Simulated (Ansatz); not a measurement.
# How KF (Carobbiite, Fm-3m) expands on warming, part 3 of 3

Aim: the lattice, expansion, heat capacity and bulk modulus of KF (Carobbiite) as it warms.

Experimental results on record:
- volume expansion coefficient 104.4 1e-6/K and heat capacity C_P per formula unit 49 J/mol/K near room temperature (given in “High-Throughput Prediction of Finite-Temperature Properties using the Quasi-Harmonic Approximation”, 2016, arXiv:1603.06924)
- volume expansion coefficient 95.1 1e-6/K near room temperature (given in “Descriptors for thermal expansion in solids”, 2017, arXiv:1701.03966)

Ansatz 0.2.0; DFT RPBE, scalar-relativistic, plane waves, PAW.

So far. Step 2 (A first coarse run): The start is under 4.1 GPa at this level and looks like an insulator or semiconductor on this mesh. Step 5 (Tight relaxation): The residual pressure is 0.0015 GPa, small enough for phonons. The relaxed cell has a = 5.584 Å (conventional setting).

### Step 7. Phonons on strained cells

Thermal expansion follows from how the free energy of the vibrations (and of the electrons in a metal) changes with strain, so the program makes strained cells, their phonons and a fit in one run.

Contents of input.yaml:

```yaml
crystal:
  lattice:
    - [0.0, 2.7918995308, 2.7918995308]
    - [2.7918995308, 0.0, 2.7918995308]
    - [2.7918995308, 2.7918995308, 0.0]
  atoms:
    - { symbol: K, position: [0.0, 0.0, 0.0] }
    - { symbol: F, position: [0.5, 0.5, 0.5] }
kpoints:
  mp_grid: { grid: [8, 8, 8] }
hamiltonian:
  xc: rpbe
scf:
  occupations: { method: fixed }
output:
  eigenvalues: true
phonons:
  method: dfpt
  qmesh: [4, 4, 4]
  temperatures: { t_max: 800.0, t_step: 50 }
  thermal_expansion: {}
```

Started as:

```
ansatz run input.yaml --threads 4 --pin off --max-ram 8192MiB --backend cpu --events-out ev --progress --plain --runs-dir out
```

Numbers of over 12 decimals in the logs are rounded to 6 here.

The program printed:

```text
[...]
Crystal: 2 atoms, lattice volume = 43.524 Å³
Basis set: ecut = 487.2 eV, 1067 PW (Γ), exchange–correlation on 60×60×60 points (8 copies of the dense FFT grid, shifted against one another)
Bands: 12, of which v1, the nominal top of the filled ones, is band 8 counted from 1 (7 counted from 0)
Symmetry: 48 space group operations
[...]
k-points: 29 of 512
[...]
SCF iter   1: F=—  HF=-2355.151470 eV  |F-HF|=—  |Δ(HF+E_count)|=         —  Δρ=5.27e-3  dr2=1.08e-2  ethr=1.77e-3  ⟨swp⟩=4.2  Hψ=1887  notcnv=0  defer=50
[...]
SCF iter   7: F=-2355.149307 eV  HF=-2355.149307 eV  |F-HF|=9.37e-11  |Δ(HF+E_count)|=   6.11e-9  Δρ=3.69e-7  dr2=1.83e-11  ethr=1.00e-12  ⟨swp⟩=5.2  Hψ=2250  notcnv=0
SCF 1 converged in 7 iterations: F = -2355.149307 eV  dr2 = 1.83e-11
[...]
relax step   1: F+E_penalty+E_count = -2355.14930708 eV  Δ(F+E_penalty+E_count) = +0.000e0 eV  max|allowed force component| = 2.242e-29 eV/Å  Δτ_max = 0.0000 Å  (7 SCF iters, accepted)
SCF converged after 7 iterations
Free energy (F): -2355.149307 eV
[...]
Internal energy: -2355.149307 eV  (E = F + TS)
E sigma→0 (E₀):  -2355.149307 eV
Fermi energy:    0.852579 eV
[...]
--- Stress (GPa, compression-positive) ---
        0.004485       0.000000       0.000000
       -0.000000       0.004485       0.000000
        0.000000      -0.000000       0.004485
  P = ⅓ Tr σ = 0.0045 GPa (0.045 kbar)
--- Band table (eV; the first three rows and the last of 29) ---
  k-point 0: bands = [... 4 lower, -9.1375, 0.8526, 0.8526, 0.8526, 6.6933, 11.2351, 11.2351, 11.2351]
  k-point 1: bands = [... 4 lower, -9.1416, 0.7441, 0.8156, 0.8156, 7.0723, 11.0239, 11.4086, 11.4086]
  k-point 2: bands = [... 4 lower, -9.1514, 0.5109, 0.7276, 0.7276, 8.0469, 10.6921, 11.8268, 11.8268]
  k-point 28: bands = [... 4 lower, -9.2030, 0.5478, 0.6745, 0.6745, 10.3365, 10.3365, 11.4273, 13.3381]
── thermal expansion: 3 new cells, 3 in all ──
thermal expansion: relaxation of cell 2
thermal expansion: relaxation of cell 3
── thermal expansion: 2 new cells, 5 in all ──
thermal expansion: relaxation of cell 4
thermal expansion: lower-state search of cell 4
thermal expansion: phonons of cell 4
thermal expansion: relaxation of cell 5
thermal expansion: phonons of cell 5
── thermal expansion: 8 new cells, 13 in all ──
thermal expansion: relaxation of cell 6
thermal expansion: relaxation of cell 7
thermal expansion: relaxation of cell 8
thermal expansion: relaxation of cell 9
thermal expansion: relaxation of cell 10
thermal expansion: relaxation of cell 11
thermal expansion: relaxation of cell 12
thermal expansion: relaxation of cell 13
thermal expansion: phonons of cell 6
thermal expansion: phonons of cell 7
thermal expansion: phonons of cell 8
thermal expansion: phonons of cell 9
thermal expansion: phonons of cell 10
── thermal expansion: 1 new cells, 14 in all ──
thermal expansion: relaxation of cell 14
thermal expansion: phonons of cell 14
--- Relaxed structure (1 steps of the walk, 1 accepted, 0 SCFs on fresh bases) ---
  F+E_penalty+E_count = -2355.14930708 eV   max|allowed force component| = 2.242e-29 eV/Å
  atoms:
    - { symbol: K, position: [0.0, 0.0, 0.0] }
    - { symbol: F, position: [0.5, 0.5, 0.5] }
--- Thermal expansion: 14 cells in 4 rounds, 0 GPa ---
  no lower state was reached at cell 4
  without vibrations: a 3.94859, b 3.94859, c 3.94859 Å, V 43.5321 Å³, B 22.73 GPa
  at 0 K: a 3.96672, b 3.96672, c 3.96672 Å, V 44.1346 Å³, B 21.77 GPa
  zero-point expansion: a +0.459, b +0.459, c +0.459, V +1.384 %
      T/K        a/Å        b/Å        c/Å       V/Å³ | expansion of a, b, c, V (1e-6/K)   | that of V in the mean from 25 °C | C_P, C_V (J/mol K of the cell) | B_T, B_S (GPa)
     0.00    3.96672    3.96672    3.96672    44.1346 |    0.00    0.00    0.00    0.00 |  124.42 |     0.000     0.000 |    21.77    21.77
   100.00    3.97397    3.97397    3.97397    44.3770 |   39.52   39.52   39.52  118.56 |  160.51 |    37.633    36.857 |    20.65    21.09
   200.00    3.99323    3.99323    3.99323    45.0256 |   55.02   55.02   55.02  165.07 |  179.88 |    48.884    46.115 |    18.74    19.87
   298.15    4.01702    4.01702    4.01702    45.8348 |   66.29   66.29   66.29  198.87 |       - |    53.615    48.217 |    16.58    18.44
   350.00    4.03163    4.03163    4.03163    46.3368 |   74.19   74.19   74.19  222.58 |  211.25 |    56.053    48.705 |    15.19    17.48
   450.00    4.06679    4.06679    4.06679    47.5598 |  105.38  105.38  105.38  316.14 |  247.84 |    63.805    49.221 |    11.32    14.68
   550.00  the crystal comes to no rest above 500 K within reach of its cells: the search for the crystal at rest had not settled after 100 steps
   650.00  the crystal comes to no rest above 500 K within reach of its cells: the search for the crystal at rest had not settled after 100 steps
   750.00  the crystal comes to no rest above 500 K within reach of its cells: the search for the crystal at rest had not settled after 100 steps
   800.00  the crystal comes to no rest above 500 K within reach of its cells: the search for the crystal at rest had not settled after 100 steps
  the static fit leaves 0.001 meV an atom of the energies and, of the stresses, 0.000 GPa of each cell's largest along a strain (root mean squares over the cells), whose Pulay part it has at -0.003 GPa
  vibrations' free energy: its fit leaves 0.0349 meV an atom at the most
  the electrons' free energy at temperature is not in it: every band gap is over 0.83 eV
  free energies summed between the sampled wave vectors
  estimated error of the fitted expansion in any direction: up to 7.197e-6/K, at 500 K (an estimate, not a bound: it was exceeded on models of known expansion)
  by sums over the sampled wave vectors an expansion of the volume parts by up to 9.76e-6/K
  by a static energy of one degree less an expansion of the volume parts by up to 10.44e-6/K
  the FFT grids of the static calculations differ: 30 × 30 × 30, 32 × 32 × 32
  band gaps on the cells' k-points are 5.026 to 5.984 eV
```

Run time: 13 min. Hardware: 4 threads of Arm Neoverse V1, shared host; peak memory 1.1 GiB; 51 min of CPU time.

This step gave:

```
pressure                                         : 0.004485 GPa
volume expansion coefficient at 298 K            : 198.9 1e-6/K
C_P at 298 K                                     : 26.81 J/mol-atom/K
entropy at 298 K                                 : 39.51 J/mol-atom/K
isothermal bulk modulus at 298 K                 : 16.58 GPa
Grüneisen parameter at 298 K                     : 1.888
volume at 298 K                                  : 22.92 Å³/atom
principal linear expansion coefficients at 298 K : 66.29, 66.29, 66.29 1e-6/K
```

Strained cells of the study; zero-point energy where phonons were solved; the pressures are stresses at a fixed cutoff and can carry an offset from the finite basis. Expansion cells, by row:

```
cell  |a| (Å)  |b| (Å)  |c| (Å)  V (Å³/atom)  E - E_lowest (meV/atom)  pressure, compression positive (GPa)  gap (eV)  zero-point energy (meV/atom)
   1    3.948    3.948    3.948        21.76                        0                                 0.001     5.841                             -
   2     3.98     3.98     3.98        22.29                    0.851                                -0.513     5.728                             -
   3    3.917    3.917    3.917        21.25                    0.915                                 0.576     5.957                             -
   4    3.949    3.949    3.949        21.77                        0                                -0.008     5.839                         25.45
   5    3.969    3.969    3.969         22.1                    0.353                                -0.337     5.768                         24.83
   6    3.991    3.991    3.991        22.48                    1.573                                -0.686     5.687                         24.12
   7    4.034    4.034    4.034        23.22                    6.079                                -1.268      5.54                          22.8
   8    4.078    4.078    4.078        23.97                    13.28                                -1.765     5.397                         21.49
   9    4.122    4.122    4.122        24.76                    22.95                                -2.187     5.259                         20.18
  10    4.166    4.166    4.166        25.56                     34.9                                -2.542     5.124                         18.84
  11     3.91     3.91     3.91        21.13                    1.396                                 0.719     5.984                             -
  12    3.929    3.929    3.929        21.45                    0.339                                 0.343     5.911                             -
  13    4.199    4.199    4.199        26.18                    45.15                                -2.768     5.026                             -
  14    4.188    4.188    4.188        25.98                    41.67                                -2.697     5.058                         18.15
```

Quasi-harmonic; a, b, c are the run's own cell vectors. Expansion, by row:

```
T (K)  a (Å)  b (Å)  c (Å)  alpha (deg)  beta (deg)  gamma (deg)  cell volume (Å³/cell)  alpha_a (1e-6/K)  alpha_b (1e-6/K)  alpha_c (1e-6/K)  alpha_V (1e-6/K)  C_P (J/mol-atom/K)  C_V (J/mol-atom/K)  S (J/mol-atom/K)  B_T (GPa)  B_S (GPa)  Grueneisen  extrapolation  fit error (1e-6/K)
    0  3.967  3.967  3.967           60          60           60                  44.13                 0                 0                 0                 0                   0                   0                 0      21.77      21.77           -              0                   0
   50  3.968  3.968  3.968           60          60           60                  44.17             18.84             18.84             18.84             56.51               9.374               9.328             4.168      21.49       21.6       1.732              0                 0.1
  100  3.974  3.974  3.974           60          60           60                  44.38             39.52             39.52             39.52             118.6               18.82               18.43             14.08      20.65      21.09       1.776              0                 0.6
  150  3.983  3.983  3.983           60          60           60                  44.68             48.87             48.87             48.87             146.6               22.54               21.69             22.52      19.72      20.49       1.793              0                0.86
  200  3.993  3.993  3.993           60          60           60                  45.03             55.02             55.02             55.02             165.1               24.44               23.06             29.29      18.74      19.87       1.819              0                0.69
  250  4.005  4.005  4.005           60          60           60                  45.42             60.52             60.52             60.52             181.6               25.73               23.74             34.88       17.7      19.18       1.851              0                0.32
298.1  4.017  4.017  4.017           60          60           60                  45.83             66.29             66.29             66.29             198.9               26.81               24.11             39.51      16.58      18.44       1.888              0                1.13
  300  4.018  4.018  4.018           60          60           60                  45.85             66.53             66.53             66.53             199.6               26.85               24.12             39.67      16.54      18.41        1.89              0                1.17
  350  4.032  4.032  4.032           60          60           60                  46.34             74.19             74.19             74.19             222.6               28.03               24.35              43.9      15.19      17.48       1.937              0                 2.3
  400  4.048  4.048  4.048           60          60           60                  46.89             85.44             85.44             85.44             256.3               29.52                24.5             47.73      13.52      16.29       1.997              0                3.42
  450  4.067  4.067  4.067           60          60           60                  47.56             105.4             105.4             105.4             316.1                31.9               24.61             51.34      11.32      14.68       2.083              0                3.32
  500  4.092  4.092  4.092           60          60           60                  48.47             157.2             157.2             157.2             471.6               37.66               24.69             54.94       7.99      12.18       2.227              0                 7.2
```

Table of expansion coefficient by temperature; values in 1e-6/K:

```
temperature (K)  volume  principal 1
              0       0            0
             50    56.5         18.8
            100     119         39.5
            150     147         48.9
            200     165         55.0
            250     182         60.5
            298     199         66.3
            300     200         66.5
            350     223         74.2
            400     256         85.4
            450     316          105
            500     472          157
```

At 298 K the volume expansion is 199 × 10⁻⁶/K and B_T is 16.6 GPa. The program raised the cutoff to 487.2 eV by itself: with no cutoff typed, the study takes about 1.16 times the default for its relaxations and scales it with the volume for the phonons.

### Step 8. Outcome

```
settings of these figures                        : RPBE, 487.2 eV, k 8×8×8, q 4×4×4
volume expansion coefficient at 298 K            : 198.9 1e-6/K
C_P at 298 K                                     : 26.81 J/mol-atom/K
entropy at 298 K                                 : 39.51 J/mol-atom/K
isothermal bulk modulus at 298 K                 : 16.58 GPa
Grüneisen parameter at 298 K                     : 1.888
volume at 298 K                                  : 22.92 Å³/atom
principal linear expansion coefficients at 298 K : 66.29, 66.29, 66.29 1e-6/K
```

Near room temperature KF (Carobbiite) expands by 199 × 10⁻⁶/K in volume by RPBE, with C_P = 26.8 J/(mol K) per mole of atoms and B_T = 16.6 GPa. Between 298.15 and 500 K the bulk modulus falls by 52 % and the Grüneisen parameter grows; in this range the quasi-harmonic approximation, which lacks anharmonicity at fixed volume, tends to overshoot. C_P at room temperature is 107 % of the classical 3R an atom; C_V is 97 %, and the rest is expansion work. Above 500 K the study finds no volume of rest, and gives nothing there: the quasi-harmonic free energy has lost its minimum, and the figures just below are already near that breakdown. A measured volume expansion coefficient near room temperature is 104.4 1e-6/K (arXiv:1603.06924); the calculated 199 1e-6/K differs by +90 %. A measured heat capacity per formula unit near room temperature is 49 J/mol/K (arXiv:1603.06924); the calculated 53.6 J/mol/K differs by +9 %. The PAW files were made for PBE and are used here under another functional, for which the program regenerates the frozen cores. The cell of these runs is 14 % larger in volume than the database cell; frequencies and all that rests on them shift with it.

[Logs are printed without paths, hosts, clocks, repeated set-up lines and the standing remarks that a program may print on its own settings, such as how far it seeks lower states.]

[Hosts, paths, dates, database ids (printed as entryN), source tags and the programs' standing remarks are cut or masked in the printed files.]

[A step with changed settings may run another functional than the one named; its input shows which.]

[Pressures of single members of a volume series are the stress at the run's cutoff; with an incomplete basis they can lie off −dE/dV of the same runs, and they are not shown converged.]
